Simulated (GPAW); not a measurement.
# Cl/Au(110): simulated STM images

What would a tunnelling microscope show on Cl/Au(110)?

Program: GPAW 26.7.0. Level of theory: GPAW, PAW setups; slab in vacuum, relaxation, in the first sound run; inputs show where later runs differ. Results are calculated unless marked as measured.

## 1. The structure

The cell holds 6 atoms: 5 Au and 1 Cl. Cell: a = 4.080 Å, b = 2.885 Å, c = 22.270 Å, α = 90.0°, β = 90.0°, γ = 90.0°. Vacuum lies along c.

Coordinates:

```cif
data_structure
_symmetry_space_group_name_H-M 'P 1'
_symmetry_Int_Tables_number 1
_cell_length_a 4.0800
_cell_length_b 2.8850
_cell_length_c 22.2700
_cell_angle_alpha 90.000
_cell_angle_beta 90.000
_cell_angle_gamma 90.000
_cell_volume 262.14
loop_
_atom_site_label
_atom_site_type_symbol
_atom_site_fract_x
_atom_site_fract_y
_atom_site_fract_z
_atom_site_occupancy
Au1 Au 0.00000 0.00000 0.35923 1
Au2 Au 0.50000 0.50000 0.42400 1
Au3 Au 0.00000 0.00000 0.48877 1
Au4 Au 0.50000 0.50000 0.55355 1
Au5 Au 0.00000 0.00000 0.61832 1
Cl6 Cl 0.50000 0.50000 0.64077 1
```

## 2. Relaxing the atoms

Forces are removed first; all later runs use this geometry. The lowest 2 atoms are held at bulk positions and keep their forces.

File run.py:

```python
import json
import numpy as np
from ase import Atoms
from ase.constraints import FixAtoms
from ase.optimize import BFGS
from gpaw import GPAW, PW

slab = Atoms(
    ['Au', 'Au', 'Au', 'Au', 'Au', 'Cl'],
    positions=[
        [0.00000, 0.00000, 8.00000],
        [2.04000, 1.44250, 9.44250],
        [0.00000, 0.00000, 10.88500],
        [2.04000, 1.44250, 12.32749],
        [0.00000, 0.00000, 13.76999],
        [2.04000, 1.44250, 14.26999]],
    cell=[[4.08, 0.0, 0.0], [0.0, 2.885, 0.0], [0.0, 0.0, 22.26999]],
    pbc=[True, True, False])

slab.calc = GPAW(mode=PW(400), xc='PBE', kpts={'size': (8, 11, 1), 'gamma': True},
                 occupations={'name': 'fermi-dirac', 'width': 0.1}, nbands='160%',
                 convergence={'density': 1e-05}, maxiter=200,
                 poissonsolver={'dipolelayer': 'xy'},
                 symmetry={'tolerance': 1e-3, 'extra_ids': [1, 1, 0, 0, 0, 0]}, txt='slab.txt')
result = {}
slab.set_constraint(FixAtoms([0, 1]))
path = []
opt = BFGS(slab, maxstep=0.2)
opt.attach(lambda: path.append((slab.get_potential_energy(), slab.positions.tolist(), slab.get_forces().tolist())))
result['relaxed'] = bool(opt.run(fmax=0.03, steps=40))
result['path'] = path
energy = slab.get_potential_energy()
fermi = slab.calc.get_fermi_level()
v = slab.calc.get_electrostatic_potential().mean((0, 1)) - fermi
n = slab.calc.get_pseudo_density().mean((0, 1))
L = slab.cell[2, 2]
z = np.arange(len(v)) * L / len(v)
low, high = slab.positions[:, 2].min(), slab.positions[:, 2].max()
below, above = np.interp([low - 5.8, high + 5.8], z, v)
slopes = [np.interp(x, z, np.gradient(v, z)) for x in (low - 5.8, high + 5.8)]
eps = np.array([[slab.calc.get_eigenvalues(k, s) for k in range(len(slab.calc.get_ibz_k_points()))]
                for s in range(slab.calc.get_number_of_spins())]) - fermi
top, bottom = eps[eps < 0].max(), eps[eps > 0].min()
dipole = slab.get_dipole_moment()[2]
print(f'energy {energy:.4f} eV, Fermi level {fermi:.4f} eV, dipole {dipole:.5f} e A')
print(f'potential 5.8 A off the faces, from the Fermi level: lower {below:.4f} eV, upper {above:.4f} eV')
print(f'slope of the potential there: lower {slopes[0]:.5f}, upper {slopes[1]:.5f} eV/A')
print(f'nearest levels on the mesh: {top:.4f} and {bottom:.4f} eV')
print('magnetic moment', round(slab.get_magnetic_moment(), 3))
result.update(energy=energy, fermi=fermi, dipole=dipole, below=below, above=above, slopes=slopes, edges=[top, bottom],
              z=z.tolist(), v=v.tolist(), n=n.tolist(), positions=slab.positions.tolist(),
              forces=slab.get_forces(apply_constraint=False).tolist(), moments=slab.get_magnetic_moments().tolist())
json.dump(result, open('result.json', 'w'))
```

Run with:

```
> OMP_NUM_THREADS=1 OPENBLAS_NUM_THREADS=1 python run.py
```

The program printed:

```text
Step          Energy          fmax
BFGS:    0      -12.137319       14.959091
BFGS:    1      -14.949679        3.832855
BFGS:    2      -15.198691        2.921029
BFGS:    3      -15.597872        1.575298
BFGS:    4      -15.834971        1.788823
BFGS:    5      -15.993514        1.727128
BFGS:    6      -16.079164        1.360380
BFGS:    7      -16.129216        0.965642
BFGS:    8      -16.198009        0.728860
BFGS:    9      -16.251866        0.752023
BFGS:   10      -16.286239        0.662219
BFGS:   11      -16.301953        0.558764
BFGS:   12      -16.329286        0.516300
BFGS:   13      -16.371237        0.360079
BFGS:   14      -16.394518        0.146420
BFGS:   15      -16.399782        0.081599
BFGS:   16      -16.400650        0.065842
BFGS:   17      -16.400796        0.051747
BFGS:   18      -16.400882        0.038114
BFGS:   19      -16.400991        0.019843
energy -16.3680 eV, Fermi level -0.0344 eV, dipole -0.10213 e A
potential 5.8 A off the faces, from the Fermi level: lower 5.0690 eV, upper 6.6330 eV
slope of the potential there: lower 0.00001, upper -0.00000 eV/A
nearest levels on the mesh: -0.0950 and 0.0172 eV
magnetic moment 0.0
```

Elapsed: 56 min, on 1 thread of Arm Neoverse V1, shared host; peak memory 0.34 GiB.

Relaxation path:

| step | energy less that of the first step (eV) | largest force (eV/Å) |
| --- | --- | --- |
| 1 | 0.0000 | 14.9591 |
| 2 | -2.8137 | 3.8329 |
| 3 | -3.0622 | 2.9210 |
| 4 | -3.4572 | 1.5753 |
| 5 | -3.6892 | 1.7888 |
| 6 | -3.8476 | 1.7271 |
| 7 | -3.9333 | 1.3604 |
| 8 | -3.9821 | 0.9656 |
| 9 | -4.0496 | 0.7289 |
| 10 | -4.1030 | 0.7520 |
| 11 | -4.1378 | 0.6622 |
| 12 | -4.1537 | 0.5588 |
| 13 | -4.1812 | 0.5163 |
| 14 | -4.2239 | 0.3601 |
| 15 | -4.2478 | 0.1464 |
| 16 | -4.2529 | 0.0816 |
| 17 | -4.2536 | 0.0658 |
| 18 | -4.2536 | 0.0517 |
| 19 | -4.2537 | 0.0381 |
| 20 | -4.2538 | 0.0198 |

The atoms that moved most (Å):

| atom | dx | dy | dz | length |
| --- | --- | --- | --- | --- |
| Cl6 | 0.000 | 0.000 | 1.415 | 1.415 |
| Au5 | 0.000 | 0.000 | 0.316 | 0.316 |
| Au4 | 0.000 | 0.000 | 0.192 | 0.192 |
| Au3 | 0.000 | 0.000 | 0.159 | 0.159 |

Final coordinates:

```xyz
6
Lattice="4.0800 0.0000 0.0000 0.0000 2.8850 0.0000 0.0000 0.0000 22.2700" Properties=species:S:1:pos:R:3
Au    0.0000    0.0000    8.0000
Au    2.0400    1.4425    9.4425
Au    0.0000    0.0000   11.0441
Au    2.0400    1.4425   12.5198
Au    0.0000    0.0000   14.0862
Cl    2.0400    1.4425   15.6846
```

Numbers from this step:

```yaml
dipole_along_the_normal: -0.1021 e·Å
levels_nearest_the_fermi_level_on_the_mesh: -0.09502, 0.01724 eV from the Fermi level
upper_work_function: 6.633 eV
lower_work_function: 5.069 eV
```

The electrostatic potential energy of an electron (without an applied field's), less the Fermi level, planar mean oscillates, so the rows of the table below give means over windows of 1.54 Å about each position, cut where the curve ends. Its maxima inside the range that stand out by 2 % of the span (Å: eV): 8.7: -5.82, 10.3: -3.99, 11.8: -5.57, 13.3: -4.18, 15.0: -1.10, 20.0: 6.63. Its minima: 8.1: -12.6, 9.4: -13.2, 11.0: -13.2, 12.5: -13.1, 14.1: -12.5, 15.7: -11.8.

Table of electrostatic potential energy of an electron (without an applied field's), less the Fermi level, planar mean by z; means over each step:

| z (Å) | electrostatic potential energy of an electron (without an applied field's), less the Fermi level, planar mean (eV) |
| --- | --- |
| 0.77 | 5.16 |
| 2.31 | 5.07 |
| 3.85 | 5.07 |
| 5.39 | 5.01 |
| 6.93 | 1.21 |
| 8.47 | -9.27 |
| 10.01 | -8.30 |
| 11.55 | -9.37 |
| 13.09 | -8.39 |
| 14.63 | -6.37 |
| 16.17 | -2.06 |
| 17.71 | 6.52 |
| 19.25 | 6.63 |
| 20.79 | 6.63 |

The pseudo valence density, planar mean oscillates, so the rows of the table below give means over windows of 1 Å about each position, cut where the curve ends. Its maxima inside the range that stand out by 2 % of the span (Å: e/Å³): 8.1: 0.812, 9.3: 0.809, 11.0: 0.834, 12.5: 0.836, 14.0: 0.799, 15.3: 0.425, 15.9: 0.393. Its minima: 8.7: 0.489, 10.2: 0.412, 11.9: 0.477, 13.4: 0.428, 14.8: 0.357, 15.7: 0.374.

Pseudo valence density, planar mean against z; means over each step:

z (Å), pseudo valence density, planar mean (e/Å³) and a bar:
```
        4      0.000 
        5      0.001 
        6      0.009 
        7      0.158 #######
        8      0.655 #############################
        9      0.622 ############################
       10      0.538 ########################
       11      0.678 ##############################
       12      0.592 ##########################
       13      0.573 #########################
       14      0.653 #############################
       15      0.408 ##################
       16      0.331 ###############
       17      0.048 ##
       18      0.002 
       19      0.000
```

The relaxation lowered the energy of the cell by 4.25 eV (energies extrapolated to zero smearing; the optimiser's log prints free energies). The largest force left on a free atom is 0.020 eV/Å.

## 3. The slab's potential

The work function is the vacuum plateau of the electrostatic potential less the Fermi level; a dipole layer lets the two faces have plateaus of their own.

This step: GPAW, PAW setups; slab in vacuum (GPAW 26.7.0).

Edit run.py of step 2 so:

```diff
@@ -3,4 +3,3 @@
 from ase import Atoms
-from ase.constraints import FixAtoms
-from ase.optimize import BFGS
+from ase.dft.stm import STM
 from gpaw import GPAW, PW
@@ -12,6 +11,6 @@
         [2.04000, 1.44250, 9.44250],
-        [0.00000, 0.00000, 10.88500],
-        [2.04000, 1.44250, 12.32749],
-        [0.00000, 0.00000, 13.76999],
-        [2.04000, 1.44250, 14.26999]],
+        [0.00000, 0.00000, 11.04410],
+        [2.04000, 1.44250, 12.51985],
+        [0.00000, -0.00000, 14.08622],
+        [2.04000, 1.44250, 15.68459]],
     cell=[[4.08, 0.0, 0.0], [0.0, 2.885, 0.0], [0.0, 0.0, 22.26999]],
@@ -23,10 +22,4 @@
                  poissonsolver={'dipolelayer': 'xy'},
-                 symmetry={'tolerance': 1e-3, 'extra_ids': [1, 1, 0, 0, 0, 0]}, txt='slab.txt')
+                 symmetry={'tolerance': 1e-3}, txt='slab.txt')
 result = {}
-slab.set_constraint(FixAtoms([0, 1]))
-path = []
-opt = BFGS(slab, maxstep=0.2)
-opt.attach(lambda: path.append((slab.get_potential_energy(), slab.positions.tolist(), slab.get_forces().tolist())))
-result['relaxed'] = bool(opt.run(fmax=0.03, steps=40))
-result['path'] = path
 energy = slab.get_potential_energy()
@@ -52,2 +45,16 @@
               forces=slab.get_forces(apply_constraint=False).tolist(), moments=slab.get_magnetic_moments().tolist())
+
+# Images need the states of the whole zone, up to time reversal
+slab.calc = slab.calc.fixed_density(symmetry={'point_group': False}, txt='states.txt', nbands='220%',
+                                    convergence={'bands': 'CBM+0.8'})
+stm = STM(slab)
+result['stm'] = []
+for bias in [-0.5, 0.5]:
+    height = high + 3.0
+    current = stm.get_averaged_current(bias, height)
+    x, y, h = stm.scan(bias, current)
+    i, f = divmod(height / L * stm.ldos.shape[2], 1)
+    I = abs((1 - f) * stm.ldos[:, :, int(i)] + f * stm.ldos[:, :, int(i) + 1])
+    print(f'bias {bias} V: mean current at 3.0 A {current:.4e}, corrugation {np.ptp(h):.4f} A')
+    result['stm'].append(dict(bias=bias, current=current, h=(h - high).tolist(), I=I.tolist()))
 json.dump(result, open('result.json', 'w'))
```

The program printed:

```text
energy -16.3680 eV, Fermi level -0.0343 eV, dipole -0.10205 e A
potential 5.8 A off the faces, from the Fermi level: lower 5.0688 eV, upper 6.6330 eV
slope of the potential there: lower -0.00001, upper -0.00000 eV/A
nearest levels on the mesh: -0.0950 and 0.0173 eV
magnetic moment 0.0
bias -0.5 V: mean current at 3.0 A 4.3241e-06, corrugation 0.7115 A
bias 0.5 V: mean current at 3.0 A 3.1168e-06, corrugation 0.7000 A
```

The job ended after 8.2 min (1 thread; peak memory 0.66 GiB).

Numbers from this step:

```
dipole along the normal                    : -0.1020 e·Å
levels nearest the Fermi level on the mesh : -0.09503, 0.01729 eV from the Fermi level
corrugation -0.5                           : 0.7115 Å
corrugation 0.5                            : 0.7000 Å
```

The electrostatic potential energy of an electron (without an applied field's), less the Fermi level, planar mean oscillates, so the rows of the table below give means over windows of 1.54 Å about each position, cut where the curve ends. Its maxima inside the range that stand out by 2 % of the span (Å: eV): 8.7: -5.82, 10.3: -3.99, 11.8: -5.57, 13.3: -4.18, 15.0: -1.10, 20.0: 6.63. Its minima: 8.1: -12.6, 9.4: -13.2, 11.0: -13.2, 12.5: -13.1, 14.1: -12.5, 15.7: -11.8.

Table of electrostatic potential energy of an electron (without an applied field's), less the Fermi level, planar mean by z; means over each step:

(Unchanged from step 2.)

Pseudo valence density, planar mean against z:

z (Å), pseudo valence density, planar mean (e/Å³) and a bar from the least value:
```
     0.00      0.000 
     0.64      0.000 
     1.27      0.000 
     1.70      0.000 
     2.33      0.000 
     2.97      0.000 
     3.61      0.000 
     4.24      0.000 
     4.67      0.000 
     5.30      0.001 
     5.94      0.005 
     6.57      0.033 #
     7.21      0.211 ########
     7.85      0.741 ###########################
     8.27      0.688 #########################
     8.91      0.520 ###################
     9.54      0.806 #############################
    10.18      0.412 ###############
    10.82      0.711 ##########################
    11.24      0.750 ###########################
    11.88      0.477 #################
    12.51      0.836 ##############################
    13.15      0.444 ################
    13.79      0.638 #######################
    14.21      0.772 ############################
    14.85      0.357 #############
    15.48      0.419 ###############
    16.12      0.352 #############
    16.76      0.067 ##
    17.39      0.008 
    17.82      0.002 
    18.45      0.000 
    19.09      0.000 
    19.72      0.000 
    20.36      0.000 
    20.79      0.000 
    21.42      0.000 
    22.06      0.000
```

Tip height over the top atom over a1 and a2. Sample bias -0.5 V, constant current at the mean current 3.0 Å over the top atom.

Ten even steps from '0' (2.52 Å) to '9' (3.23 Å):
```
00134567788877654310
01235677888887765321
11245678889888765421
12345678999998765432
12346788999998876432
22356789999999876532
22356789999999876532
22356789999999876532
12346788999998876432
12345678999998765432
11245678889888765421
01235677888887765321
00134567788877654310
00134567788877654310
```
Columns: a1 from 0 to 0.95; rows upwards: a2 from 0 to 0.929.

Local density of states summed over the bias window over a1 and a2. Sample bias -0.5 V, constant height 3.0 Å over the top atom.

Ten even steps from '_' (1.54 × 1e-6 arbitrary) to '@' (8.46 × 1e-6 arbitrary):
```
______....::--==++******++==--::....____
______..::--==++**********++==--::..____
______..::--==++**######**++==--::..____
______..::==++**##%%%%%%##**++==::..____
____..::--==++##%%@@@@@@%%##++==--::..__
____..::--==**##%%@@@@@@%%##**==--::..__
____..::--==**##@@@@@@@@@@##**==--::..__
____..::--==**##%%@@@@@@%%##**==--::..__
____..::--==++##%%@@@@@@%%##++==--::..__
______..::==++**##%%%%%%##**++==::..____
______..::--==++**######**++==--::..____
______..::--==++**********++==--::..____
______....::--==++******++==--::....____
________..::--==++++++++++==--::..______
```
Columns: a1 from 0 to 0.95; rows upwards: a2 from 0 to 0.929.

Tip height over the top atom over a1 and a2. Sample bias 0.5 V, constant current at the mean current 3.0 Å over the top atom.

Ten even steps from '_' (2.55 Å) to '@' (3.25 Å):
```
____..::--==++++**********++++==--::..__
....::--==++++**##########**++++==--::..
::::--==++****####%%%%%%####****++==--::
::::--==++**##%%%%%%%%%%%%%%##**++==--::
----==++**##%%%%@@@@@@@@@@%%%%##**++==--
--====++**##%%%%@@@@@@@@@@%%%%##**++====
--==++++**##%%@@@@@@@@@@@@@@%%##**++++==
--====++**##%%%%@@@@@@@@@@%%%%##**++====
----==++**##%%%%@@@@@@@@@@%%%%##**++==--
::::--==++**##%%%%%%%%%%%%%%##**++==--::
::::--==++****####%%%%%%####****++==--::
....::--==++++**##########**++++==--::..
____..::--==++++**********++++==--::..__
____..::--==++++++******++++++==--::..__
```
Columns: a1 from 0 to 0.95; rows upwards: a2 from 0 to 0.929.

Local density of states summed over the bias window over a1 and a2. Sample bias 0.5 V, constant height 3.0 Å over the top atom.

Ten even steps from '0' (1.20 × 1e-6 arbitrary) to '9' (6.39 × 1e-6 arbitrary):
```
00001123333333211000
00011233444443321100
00012344566654432100
01123456677766543211
11123467888887643211
11224567899987654221
11224568999998654221
11224567899987654221
11123467888887643211
01123456677766543211
00012344566654432100
00011233444443321100
00001123333333211000
00001122333332211000
```
Columns: a1 from 0 to 0.95; rows upwards: a2 from 0 to 0.929.

Force by atom:

| atom | x (eV/Å) | y (eV/Å) | z (eV/Å) | size |
| --- | --- | --- | --- | --- |
| Au1 | 0.000 | 0.000 | 0.157 | 0.157 |
| Au2 | 0.000 | 0.000 | -0.167 | 0.167 |
| Au3 | 0.000 | 0.000 | -0.015 | 0.015 |
| Au4 | 0.000 | 0.000 | 0.008 | 0.008 |
| Au5 | 0.000 | 0.000 | 0.021 | 0.021 |
| Cl6 | 0.000 | 0.000 | -0.003 | 0.003 |

The potential is flat to 7.6e-6 eV/Å where it is read, so the vacuum is wide enough.

## 4. A changed run

One more run, with changed settings.

Edit run.py of step 3 so:

```diff
@@ -3,3 +3,2 @@
 from ase import Atoms
-from ase.dft.stm import STM
 from gpaw import GPAW, PW
@@ -19,4 +18,4 @@
 slab.calc = GPAW(mode=PW(400), xc='PBE', kpts={'size': (8, 11, 1), 'gamma': True},
-                 occupations={'name': 'fermi-dirac', 'width': 0.1}, nbands='160%',
-                 convergence={'density': 1e-05}, maxiter=200,
+                 occupations={'name': 'fermi-dirac', 'width': 0.1}, nbands='100%',
+                 convergence={'density': 1e-05}, maxiter=75,
                  poissonsolver={'dipolelayer': 'xy'},
@@ -45,16 +44,2 @@
               forces=slab.get_forces(apply_constraint=False).tolist(), moments=slab.get_magnetic_moments().tolist())
-
-# Images need the states of the whole zone, up to time reversal
-slab.calc = slab.calc.fixed_density(symmetry={'point_group': False}, txt='states.txt', nbands='220%',
-                                    convergence={'bands': 'CBM+0.8'})
-stm = STM(slab)
-result['stm'] = []
-for bias in [-0.5, 0.5]:
-    height = high + 3.0
-    current = stm.get_averaged_current(bias, height)
-    x, y, h = stm.scan(bias, current)
-    i, f = divmod(height / L * stm.ldos.shape[2], 1)
-    I = abs((1 - f) * stm.ldos[:, :, int(i)] + f * stm.ldos[:, :, int(i) + 1])
-    print(f'bias {bias} V: mean current at 3.0 A {current:.4e}, corrugation {np.ptp(h):.4f} A')
-    result['stm'].append(dict(bias=bias, current=current, h=(h - high).tolist(), I=I.tolist()))
 json.dump(result, open('result.json', 'w'))
```

The program printed:

```text
ValueError: zero-size array to reduction operation minimum which has no identity
```

The job ended after 3.2 min (1 thread; peak memory 0.28 GiB).

The run ended with an error.

The program's message: “ValueError: zero-size array to reduction operation minimum which has no identity”

The change that led to it: nbands = "100 % of the filled bands".

## 5. Summary of results

```
work function, upper and lower face : 6.633 and 5.069 eV
dipole along the normal             : -0.102 e Å
corrugation at -0.5 V               : 0.711 Å
corrugation at 0.5 V                : 0.700 Å
```

What this shows: The tip height varies by 0.70 to 0.71 Å over the cell, much the same at every bias tried. Negative sample bias images filled states, positive bias empty ones. The two faces differ by 1.6 eV, the step that the slab's dipole makes (e p/(ε0 A) gives 1.6 eV), so the dipole layer is needed. The images are of Tersoff-Hamann type: an s-wave tip, no tip-sample forces, heights closer than in a microscope. The cell of 11.8 Å² holds one Cl, started on one chosen site; other sites and coverages weren't tried. The in-plane lattice was kept as typed, which isn't the functional's own and leaves some strain; spin-orbit coupling and temperature are left out.

[Logs are printed without paths, hosts, clocks, repeated set-up lines and the standing remarks that a program may print on its own settings, such as how far it seeks lower states.]

[Hosts, paths, dates, database ids (printed as entryN), source tags and the programs' standing remarks are cut or masked in the printed files.]
